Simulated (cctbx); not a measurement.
# Ba4Mn3ReO12 with cctbx, script by script

Library: cctbx 2025.11. The data are simulated by the first script.

## 1. Simulate the data

run.py:

```python
from cctbx import adptbx, crystal, miller, sgtbx, xray
from cctbx.array_family import flex
from iotbx.shelx import hklf
from scitbx import matrix
import scitbx.random

cs = crystal.symmetry(unit_cell=(8.22, 8.22, 8.22, 90, 90, 90), space_group_symbol='Hall: -I 4 2 3')  # Im-3m
atoms = [  # label, site, U (iso, or U11 U22 U33 U12 U13 U23 in A^2), occupancy
    ("Re1", (0, 0, 0), (0.0165, 0.0165, 0.0165, -0.0000, -0.0000, -0.0000), 1),
    ("Ba1", (0.25, 0.25, 0.25), (0.0148, 0.0148, 0.0148, 0.0029, 0.0029, 0.0029), 1),
    ("Mn1", (0, 0, 0.5), (0.0204, 0.0204, 0.0255, 0.0000, -0.0000, 0.0000), 1),
    ("O1", (0, 0.25, 0.5), (0.0256, 0.0289, 0.0256, 0.0000, 0.0000, 0.0000), 1),
    ("O2", (0, 0, 0.7634), (0.0481, 0.0481, 0.0485, 0.0000, 0.0000, 0.0000), 1),
]
xs = xray.structure(crystal_symmetry=cs)
for label, site, u, occ in atoms:
    u = adptbx.u_cif_as_u_star(cs.unit_cell(), u) if isinstance(u, tuple) else u
    xs.add_scatterer(xray.scatterer(label, site=site, u=u, occupancy=occ))
xs.set_inelastic_form_factors(0.56087, "sasaki")
xs.show_summary()
p1 = xs.expand_to_p1()
ms = miller.build_set(p1, anomalous_flag=True, d_min=0.75)
flex.set_random_seed(525139)
scitbx.random.set_random_seed(525139)
ms = ms.select(flex.random_double(ms.size()) < 0.5)
i = ms.structure_factors_from_scatterers(p1, algorithm="direct").f_calc().as_intensity_array().data()
i = i / flex.sqrt(1 + 0.1 * i / flex.max(i))  # extinction
i = i * 40000 / flex.max(i)
sig = flex.sqrt(i + flex.pow2(0.06 * i) + 2 ** 2)
noise = scitbx.random.variate(scitbx.random.normal_distribution())(i.size())
data = ms.array(data=i + sig * noise, sigmas=sig).set_observation_type_xray_intensity()
with open("data.hkl", "w") as f:
    data.export_as_shelx_hklf(f)
print("reflections written:", data.size(), " <I/sigma> = %.1f" % flex.mean(data.data() / data.sigmas()))
for h, a, b in list(data.sort("data"))[:12]:
    print("%4d%4d%4d %9.1f %7.1f" % (h + (a, b)))
```

```console
$ python run.py
```

```text
Number of scatterers: 5
At special positions: 5
Unit cell: (8.22, 8.22, 8.22, 90, 90, 90)
Space group: I m -3 m (No. 229)
reflections written: 2692  <I/sigma> = 6.2
   0   4   0   42814.3  2408.3
   4   0   0   39636.9  2408.3
   0   0  -4   39107.9  2408.3
  -2  -2   0   34446.7  1955.6
  -2   2   0   33131.4  1955.6
  -2   0  -2   32975.6  1955.6
   0   2   2   32960.0  1955.6
   2  -2   0   32756.8  1955.6
   2   0  -2   30425.6  1955.6
   0   4   4   26332.3  1450.9
   4   0   4   25585.3  1450.9
   4   4   0   23269.4  1450.9
```

It took 0.23 s on 1 thread of Arm Neoverse V2, with other jobs on the host, peak memory 0.07 GiB.

## 2. Symmetry

run.py:

```python
from cctbx import crystal, sgtbx, statistics
from cctbx.array_family import flex
from iotbx.shelx import hklf

p1 = crystal.symmetry(unit_cell=(8.22, 8.22, 8.22, 90, 90, 90), space_group_symbol="P 1")
raw = hklf.reader(file_name="data.hkl").as_miller_arrays(crystal_symmetry=p1, anomalous=True)[0]
print(raw.size(), "reflections to d = %.3f A" % raw.d_min())
isig = raw.data() / raw.sigmas()
print("centring   violations  <I/sigma> of those")
best = "P"
for c in "ABCIRF":
    a = raw.customized_copy(space_group_info=sgtbx.space_group_info("Hall: %s 1" % c)).sys_absent_flags().data()
    m = flex.mean(isig.select(a))
    print("%5s %10d of %5d %8.1f" % (c, (isig.select(a) > 4).count(True), a.count(True), m))
    if (isig.select(a) > 4).count(True) < 0.01 * a.count(True):
        best = c
raw = raw.select(~raw.customized_copy(space_group_info=sgtbx.space_group_info("Hall: %s 1" % best)).sys_absent_flags().data())
isig = raw.data() / raw.sigmas()
rows = []
for s in sgtbx.space_group_symbol_iterator():
    g = sgtbx.space_group(s)
    if g.conventional_centring_type_symbol() != best or not g.is_compatible_unit_cell(p1.unit_cell(), 1e-3, 0.02):
        continue
    rows.append((s, g))
print("Laue class    unique    Rint  (classes that these axes allow; Friedel mates merged)")
rint = {}
for s, g in rows:
    laue = g.build_derived_patterson_group()
    key = laue.type().hall_symbol()
    if key not in rint:
        m = raw.customized_copy(space_group_info=laue.info(), anomalous_flag=False).merge_equivalents()
        rint[key] = m.r_int()
        print("%-14s %6d %7.3f" % (laue.type().lookup_symbol(), m.array().size(), m.r_int()))
floor = min(rint.values())
good = [(s, g) for s, g in rows if rint[g.build_derived_patterson_group().type().hall_symbol()] < 2 * floor + 0.03]
top = max(g.build_derived_patterson_group().order_z() for s, g in good)
print("space group    extra absences  I>4sigma  <I/sigma>")
for s, g in good:
    laue = g.build_derived_patterson_group()
    if laue.order_z() != top:
        continue
    a = raw.customized_copy(space_group_info=g.info()).sys_absent_flags().data()
    a &= ~raw.customized_copy(space_group_info=laue.info()).sys_absent_flags().data()
    bad = (isig.select(a) > 4).count(True)
    if bad <= 0.03 * a.count(True):
        print("%-16s %8d %10d %9s  %s" % (s.universal_hermann_mauguin(), a.count(True), bad, "%.1f" % flex.mean(isig.select(a)) if a.count(True) else "-", "centric" if g.is_centric() else "acentric"))
laue = max(good, key=lambda t: t[1].build_derived_patterson_group().order_z())[1].build_derived_patterson_group()
f = raw.customized_copy(space_group_info=laue.info(), anomalous_flag=False).merge_equivalents().array().eliminate_sys_absent().f_sq_as_f()
f.set_observation_type_xray_amplitude()
bins = max(3, min(8, f.size() // 12))
f.setup_binner(n_bins=bins)
w = statistics.wilson_plot(f, {e: n / laue.order_z() for e, n in {'Re': 2.0, 'Ba': 8.0, 'Mn': 6.0, 'O': 24.0}.items()}, e_statistics=True)
print("Wilson B = %.2f A^2   <|E^2-1|> = %.3f (0.968 centric, 0.736 acentric)   E^2>4: %.1f %%" % (w.wilson_b, w.mean_e_sq_minus_1, w.percent_e_sq_gt_2))
print("shell (A)         n   <I/sigma>")
m = raw.customized_copy(space_group_info=laue.info(), anomalous_flag=False).merge_equivalents().array().eliminate_sys_absent()
for b in m.setup_binner(n_bins=bins).range_used():
    sel = m.binner().selection(b)
    print("%5.2f - %4.2f %6d %8.1f" % (min(m.binner().bin_d_range(b)[0] if m.binner().bin_d_range(b)[0] > 0 else 99, 99), m.binner().bin_d_range(b)[1], sel.count(True), flex.mean((m.data() / m.sigmas()).select(sel))))
```

```console
$ python run.py
```

```text
2692 reflections to d = 0.750 A
centring   violations  <I/sigma> of those
    A        665 of  1344      5.6
    B        678 of  1347      5.7
    C        669 of  1355      5.6
    I          0 of  1328     -0.0
    R        930 of  1810      6.2
    F       1006 of  2023      5.6
Laue class    unique    Rint  (classes that these axes allow; Friedel mates merged)
I 1 2/m 1         671   0.037
I 1 1 2/m         678   0.045
I 2/m 1 1         680   0.039
I m m m           407   0.044
I 4/m             368   0.044
I 4/m m m         228   0.046
I m -3            142   0.046
I m -3 m           91   0.047
space group    extra absences  I>4sigma  <I/sigma>
I 4 3 2                 0          0         -  acentric
I -4 3 m                0          0         -  acentric
I m -3 m                0          0         -  centric
Wilson B = 1.15 A^2   <|E^2-1|> = 1.062 (0.968 centric, 0.736 acentric)   E^2>4: 3.3 %
shell (A)         n   <I/sigma>
 5.81 - 1.43     17     42.5
 1.43 - 1.14     15     43.0
 1.14 - 0.99     13     44.3
 0.99 - 0.90     11     50.9
 0.90 - 0.84     10     44.2
 0.84 - 0.79     14     37.5
 0.79 - 0.75     11     41.2
```

Time: 0.29 s.

## 3. Charge flipping

run.py:

```python
import itertools
from cctbx import crystal, maptbx
from cctbx.array_family import flex
from iotbx.shelx import hklf
from smtbx.ab_initio import charge_flipping as cf

cs = crystal.symmetry(unit_cell=(8.22, 8.22, 8.22, 90, 90, 90), space_group_symbol='Hall: -I 4 2 3')  # Im-3m
raw = hklf.reader(file_name="data.hkl").as_miller_arrays(crystal_symmetry=cs, anomalous=True)[0]
merged = raw.eliminate_sys_absent().merge_equivalents()
fo2 = merged.array().set_observation_type_xray_intensity()
f = fo2.average_bijvoet_mates().f_sq_as_f().resolution_filter(d_min=0.9)
p1 = f.expand_to_p1()
p1.setup_binner_counting_sorted(reflections_per_bin=max(40, p1.size() // 12))
work = p1.array(data=p1.data() / p1.amplitude_quasi_normalisations().data())
flex.set_random_seed(88561)
it = cf.weak_reflection_improved_iterator(delta=None, weak_reflection_fraction=0.3)
it.start(work, phases=flex.random_double(p1.size()) * 6.2832, f_000=0)
it.delta = 1.1 * it.rho_map.sigma()
print("cycle      R  skewness")
for n, st in enumerate(itertools.islice(it, 100)):
    if n % 8 == 0:
        print("%5d %6.3f %8.2f" % (n, st.r1_factor(), st.rho_map.skewness()))
rho = p1.phase_transfer(it.f_calc).fft_map().apply_volume_scaling()
polish = cf.low_density_elimination_iterator(constant_rho_c=rho.sigma())
polish.start(f_obs=p1, phases=it.f_calc, f_000=0)
for _ in range(8):
    next(polish)
print("origin shift          correlation  skewness")
maps = []
for fc, shift, cc in itertools.islice(cf.f_calc_symmetrisations(f, polish.f_calc, 0), 4):
    m = f.phase_transfer(fc).fft_map(symmetry_flags=maptbx.use_space_group_symmetry, resolution_factor=0.25).apply_sigma_scaling()
    maps.append((m.skewness(), cc, m))
    print("%6.3f %6.3f %6.3f %10.3f %9.2f" % (tuple(shift) + (cc, m.skewness())))
skew, cc, m = max((t for t in maps if t[1] > maps[0][1] - 0.04), key=lambda t: t[0])
print("taken: symmetry correlation %.3f, skewness %.2f" % (cc, skew))
peaks = m.peak_search(parameters=maptbx.peak_search_parameters(min_distance_sym_equiv=0.9, max_clusters=10)).all()
sps = cs.special_position_settings(min_distance_sym_equiv=0.5)
print("peak      x       y       z  mult  height/sigma")
for k, (x, h) in enumerate(zip(peaks.sites(), peaks.heights())):
    ss = sps.site_symmetry(x)
    print("Q%-3d %7.4f %7.4f %7.4f %4d %8.1f" % ((k + 1,) + tuple(t % 1 for t in ss.exact_site()) + (ss.multiplicity(), h)))
```

```console
$ python run.py
```

```text
cycle      R  skewness
    0  0.454     0.40
    8  0.314     4.13
   16  0.303     3.49
   24  0.327     3.55
   32  0.324     3.59
   40  0.317     3.61
   48  0.324     3.52
   56  0.301     3.58
   64  0.319     3.53
   72  0.322     3.62
   80  0.325     3.55
   88  0.325     3.52
   96  0.334     3.48
origin shift          correlation  skewness
 0.145  0.338  0.022      0.993      7.97
 0.145  0.838  0.522      0.993      6.12
 0.145  0.838  0.022      0.993      6.38
 0.395  0.588  0.772      0.993      6.87
taken: symmetry correlation 0.993, skewness 7.97
peak      x       y       z  mult  height/sigma
Q1    0.0000  0.0000  0.0000    2     23.6
Q2    0.0000  0.0000  0.5000    6     12.2
Q3    0.2500  0.2500  0.2500    8      9.7
Q4    0.0000  0.0000  0.1564   12      1.6
Q5    0.0000  0.2539  0.2539   24      1.5
Q6    0.0928  0.0928  0.0928   16      1.3
Q7    0.1143  0.3187  0.3187   48      0.6
Q8    0.1667  0.1667  0.1667   16      0.6
Q9    0.0000  0.1374  0.4026   48      0.6
Q10   0.0000  0.1117  0.2408   48      0.5
```

Time: 1.9 s.

## 4. Refinement (model from the peaks)

run.py:

```python
import math
from cctbx import adptbx, crystal, maptbx, sgtbx, xray
from cctbx.array_family import flex
from cctbx.xray import observations
from iotbx.shelx import hklf
from scitbx.lstbx import normal_eqns_solving
from smtbx import absolute_structure, utils
from smtbx.refinement import constraints, least_squares

cs = crystal.symmetry(unit_cell=(8.22, 8.22, 8.22, 90, 90, 90), space_group_symbol='Hall: -I 4 2 3')  # Im-3m
atoms = [  # label, site, U (iso, or U11 U22 U33 U12 U13 U23 in A^2), occupancy
    ("Re1", (0, 0, 0), 0.0200, 1),
    ("Mn1", (0, 0, 0.5), 0.0200, 1),
    ("Ba1", (0.25, 0.25, 0.25), 0.0200, 1),
    ("O1", (0, 0.2539, 0.2539), 0.0200, 1),
]
xs = xray.structure(crystal_symmetry=cs)
for label, site, u, occ in atoms:
    u = adptbx.u_cif_as_u_star(cs.unit_cell(), u) if isinstance(u, tuple) else u
    xs.add_scatterer(xray.scatterer(label, site=site, u=u, occupancy=occ))
xs.set_inelastic_form_factors(0.56087, "sasaki")
raw = hklf.reader(file_name="data.hkl").as_miller_arrays(crystal_symmetry=cs, anomalous=True)[0]
merged = raw.eliminate_sys_absent().merge_equivalents()
fo2 = merged.array().set_observation_type_xray_intensity()
print("Rint %.3f, %d unique reflections to %.2f A" % (merged.r_int(), fo2.size(), fo2.d_min()))
for sc in xs.scatterers():
    sc.flags.set_grad_site(True)
    sc.flags.set_grad_u_aniso(sc.flags.use_u_aniso())
    sc.flags.set_grad_u_iso(sc.flags.use_u_iso())
obs = fo2.as_xray_observations()
extra = {}
rep = constraints.reparametrisation(xs, [], utils.connectivity_table(xs), **extra)
ls = least_squares.crystallographic_ls(obs, rep, weighting_scheme=least_squares.mainstream_shelx_weighting(a=0, b=0))
print("cycle     R1     wR2    GooF  max shift (A)")
for cycle in range(6):
    ls.build_up()
    r1, wr2, goof = ls.r1_factor(cutoff_factor=2)[0], ls.wR2(), ls.goof()
    old = xs.sites_cart()
    normal_eqns_solving.levenberg_marquardt_iterations(ls, n_max_iterations=3, tau=0.0001, step_threshold=1e-7)
    big = flex.max((xs.sites_cart() - old).norms())
    print("%4d %7.4f %7.4f %7.3f %9.5f" % (cycle + 1, r1, wr2, goof, big))
    ls.build_up(objective_only=True)
    if abs(ls.wR2() - wr2) < 5e-5 and big < 5e-4:
        break
ls.build_up()
print("final R1 %.4f wR2 %.4f GooF %.3f  parameters %d  data/parameter %.1f" % (ls.r1_factor(cutoff_factor=2)[0], ls.wR2(), ls.goof(), ls.n_parameters, fo2.size() / ls.n_parameters))
cov = ls.covariance_matrix_and_annotations()
su = dict(zip(cov.annotations, (math.sqrt(max(v, 0)) for v in cov.matrix.matrix_packed_u_diagonal())))
a2 = cs.unit_cell().reciprocal_parameters()[0] ** -2
print("atom        x        y        z      Ueq    occ   su(xyz)  su(Uiso or U11)")
for sc in xs.scatterers():
    s = max(su.get(sc.label + k, 0) for k in (".x", ".y", ".z"))
    npd = "" if sc.is_positive_definite_u(cs.unit_cell()) else "  NPD"
    print("%-5s %8.5f %8.5f %8.5f %8.4f %6.3f %8.5f %7.4f%s" % ((sc.label,) + sc.site + (sc.u_iso_or_equiv(cs.unit_cell()), sc.occupancy, s, su.get(sc.label + ".uiso", su.get(sc.label + ".u11", 0) * a2), npd)))
fo = fo2.f_sq_as_f()
fc = fo.structure_factors_from_scatterers(xs, algorithm="direct").f_calc()
diff = fo.f_obs_minus_f_calc(1 / math.sqrt(ls.scale_factor()), fc).average_bijvoet_mates()
m = diff.fft_map(symmetry_flags=maptbx.use_space_group_symmetry, resolution_factor=0.25).apply_volume_scaling()
print("difference map: max %.2f min %.2f rms %.2f" % (m.statistics().max(), m.statistics().min(), m.statistics().sigma()))
peaks = m.peak_search(parameters=maptbx.peak_search_parameters(min_distance_sym_equiv=0.6, max_clusters=6)).all()
near = xs.closest_distances(peaks.sites(), distance_cutoff=4)
sps = cs.special_position_settings(min_distance_sym_equiv=0.5)
for k, (x, h) in enumerate(zip(peaks.sites(), peaks.heights())):
    ss = sps.site_symmetry(x)
    print("Q%-3d %7.4f %7.4f %7.4f %4d %7.2f  %.2f A from %s" % ((k + 1,) + tuple(t % 1 for t in ss.exact_site()) + (ss.multiplicity(), h, near.smallest_distances[k], xs.scatterers()[near.i_seqs[k]].label)))
```

```console
$ python run.py
```

```text
Rint 0.047, 91 unique reflections to 0.75 A
cycle     R1     wR2    GooF  max shift (A)
   1  0.1707  0.4496  21.023   0.72223
   2  0.1147  0.2636  12.327   1.00852
   3  0.1107  0.2489  11.638   0.00078
   4  0.1107  0.2489  11.638   0.00008
final R1 0.1107 wR2 0.2489 GooF 11.638  parameters 5  data/parameter 18.2
atom        x        y        z      Ueq    occ   su(xyz)  su(Uiso or U11)
Re1    0.00000  0.00000  0.00000   0.0151  1.000  0.00000  0.0016
Mn1    0.00000  0.00000  0.50000   0.0171  1.000  0.00000  0.0031
Ba1    0.25000  0.25000  0.25000   0.0138  1.000  0.00000  0.0016
O1     0.00000  0.40286  0.40286   0.8001  1.000  0.04136  0.5128
difference map: max 16.33 min -5.14 rms 1.38
Q1    0.0000  0.2500  0.5000   12   16.33  1.49 A from O1
Q2    0.0000  0.0000  0.2376   12   12.90  1.95 A from Re1
Q3    0.2252  0.2252  0.2252   16    9.25  0.35 A from Ba1
Q4    0.0000  0.0000  0.0000    2    7.89  0.00 A from Re1
Q5    0.0000  0.1145  0.2156   48    0.89  2.01 A from Re1
Q6    0.0000  0.0000  0.4281   12    0.83  0.59 A from Mn1
```

Time: 0.5 s.

Figures of merit this high mean that the model is still wrong or incomplete.

## 5. Refinement (anisotropic displacement)

run.py, as its changes from the last script of this kind:

```diff
@@ -12,4 +12,4 @@
-    ("Re1", (0, 0, 0), 0.0200, 1),
-    ("Mn1", (0, 0, 0.5), 0.0200, 1),
-    ("Ba1", (0.25, 0.25, 0.25), 0.0200, 1),
-    ("O1", (0, 0.2539, 0.2539), 0.0200, 1),
+    ("Re1", (0, 0, 0), 0.0151, 1),
+    ("Mn1", (0, 0, 0.5), 0.0171, 1),
+    ("Ba1", (0.25, 0.25, 0.25), 0.0138, 1),
+    ("O1", (0, 0.40286, 0.40286), 0.8001, 1),
@@ -21,0 +22 @@
+xs.convert_to_anisotropic()
@@ -35 +36 @@
-for cycle in range(6):
+for cycle in range(8):
@@ -39 +40 @@
-    normal_eqns_solving.levenberg_marquardt_iterations(ls, n_max_iterations=3, tau=0.0001, step_threshold=1e-7)
+    normal_eqns_solving.levenberg_marquardt_iterations(ls, n_max_iterations=3, tau=1e-06, step_threshold=1e-7)
```

```console
$ python run.py
```

```text
Rint 0.047, 91 unique reflections to 0.75 A
cycle     R1     wR2    GooF  max shift (A)
   1  0.1107  0.2489  11.918   0.02139
   2  0.0936  0.1772   8.488   0.01066
   3  0.0930  0.1770   8.476   0.00261
   4  0.0921  0.1766   8.455   0.01802
   5  0.0903  0.1754   8.399   0.06665
   6  0.0861  0.1726   8.264   0.20315
   7  0.0671  0.1534   7.345   0.03334
   8  0.0624  0.1452   6.955   0.00083
final R1 0.0617 wR2 0.1436 GooF 6.875  parameters 9  data/parameter 10.1
atom        x        y        z      Ueq    occ   su(xyz)  su(Uiso or U11)
Re1    0.00000  0.00000  0.00000   0.0148  1.000  0.00000  0.0009
Mn1    0.00000  0.00000  0.50000   0.0191  1.000  0.00000  0.0020
Ba1    0.25000  0.25000  0.25000   0.0140  1.000  0.00000  0.0009
O1     0.00000  0.37829  0.37829   4.1829  1.000  0.00227  0.0142  NPD
difference map: max 8.81 min -2.04 rms 0.81
Q1    0.0000  0.2500  0.5000   12    8.81  1.45 A from O1
Q2    0.0000  0.0000  0.2334   12    7.52  1.92 A from Re1
Q3    0.2500  0.2500  0.2500    8    4.42  0.00 A from Ba1
Q4    0.0000  0.0000  0.0000    2    2.49  0.00 A from Re1
Q5    0.0000  0.1344  0.5000   24    0.63  1.01 A from O1
Q6    0.1054  0.2486  0.2486   48    0.58  1.19 A from Ba1
```

It took 0.69 s on 1 thread of Arm Neoverse V2, with other jobs on the host, peak memory 0.09 GiB.

Figures of merit this high mean that the model is still wrong or incomplete.

[Logs are printed without paths, hosts, clocks, repeated set-up lines and the standing remarks that a program may print on its own settings, such as how far it seeks lower states.]
